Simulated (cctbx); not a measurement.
# Accept or mend?

Cell a = 10.7780 Å, b = 10.7780 Å, c = 5.4420 Å, α = 90.00°, β = 90.00°, γ = 90.00°; space group I4/mcm (no. 140). The compound is Ga3W5.

The data are simulated with cctbx, not measured: Cu Kα, λ = 1.54184 Å, to d = 0.83 Å, 70 % of the full sphere, strongest reflection 40000 counts, noise from counting, a 4 % proportional error and a noise floor of 8 counts (s.d.); no absorption.

An anisotropic refinement with weights 1/σ² prints:

```text
Rint 0.033, 179 unique reflections to 0.83 A
cycle     R1     wR2    GooF  max shift (A)
   1  0.3036  0.6347  32.430   0.00543
   2  0.2853  0.5680  29.023   0.00011
final R1 0.2852 wR2 0.5680 GooF 29.022  parameters 10  data/parameter 17.9
atom        x        y        z      Ueq    occ   su(xyz)  su(Uiso or U11)
W1     0.00000  0.50000  0.25000  -0.0122  1.000  0.00000  0.0046  NPD
W2     0.71159  0.58436  0.50000  -0.0088  1.000  0.00057  0.0043  NPD
Ga1    0.00000  0.00000  0.25000  -0.0123  1.000  0.00000  0.0095  NPD
difference map: max 132.21 min -11.87 rms 9.75
Q1    0.1589  0.3411  0.0000    8  139.77  2.78 A from W1
Q2    0.0829  0.2099  0.5000   16   83.89  0.02 A from W2
Q3    0.0000  0.5000  0.2500    4   77.33  0.00 A from W1
Q4    0.0000  0.0000  0.2500    4   14.11  0.00 A from Ga1
Q5    0.0777  0.4223  0.0000    8    9.09  1.80 A from W1
Q6    0.1471  0.2144  0.0000   16    8.36  1.56 A from W2
```

**Question.** Can this result stand? If not, what is the likely fault?

Mend it. The fault: an atom left out, Ga at (0.1575, 0.3425, 0). Against the right model at the same level, R1 goes from 0.0081 to 0.2852 and GooF from 0.83 to 29.02, U of W2 shrinks from 0.0090 to -0.0088 Å², U of W1 shrinks from 0.0081 to -0.0122 Å², the top difference peak, 139.8 e/Å³, lies 2.78 Å from W1 and W1, W2 and Ga1 go non-positive-definite. Q1 is the missing atom. With scattering power missing, scale and phases suffer, so peaks may also grow on the heavy atoms.

The compound is Ga3W5. The right model at the same level gives:

```text
Rint 0.033, 179 unique reflections to 0.83 A
cycle     R1     wR2    GooF  max shift (A)
   1  0.0121  0.0291   1.504   0.00068
   2  0.0081  0.0161   0.833   0.00000
final R1 0.0081 wR2 0.0161 GooF 0.833  parameters 14  data/parameter 12.8
atom        x        y        z      Ueq    occ   su(xyz)  su(Uiso or U11)
W1     0.00000  0.50000  0.25000   0.0081  1.000  0.00000  0.0001
W2     0.71111  0.58423  0.50000   0.0090  1.000  0.00001  0.0001
Ga1    0.15753  0.34247  0.00000   0.0154  1.000  0.00004  0.0002
Ga2    0.00000  0.00000  0.25000   0.0124  1.000  0.00000  0.0003
difference map: max 1.00 min -0.74 rms 0.19
Q1    0.0000  0.5000  0.0000    4    1.02  1.36 A from W1
Q2    0.2023  0.2977  0.2679   16    0.65  1.61 A from Ga1
Q3    0.0000  0.0942  0.2500   16    0.64  1.01 A from Ga2
Q4    0.1133  0.2195  0.2449   32    0.61  1.43 A from W2
Q5    0.0861  0.4139  0.5000    8    0.60  1.89 A from W1
Q6    0.9910  0.3110  0.0000   16    0.47  1.35 A from W2
```

This is a model crystal, built by substitution and not relaxed, with assumed displacement parameters.

[Middle refinement cycles are left out of these outputs.]

[Logs are printed without paths, hosts, clocks, repeated set-up lines and the standing remarks that a program may print on its own settings, such as how far it seeks lower states.]
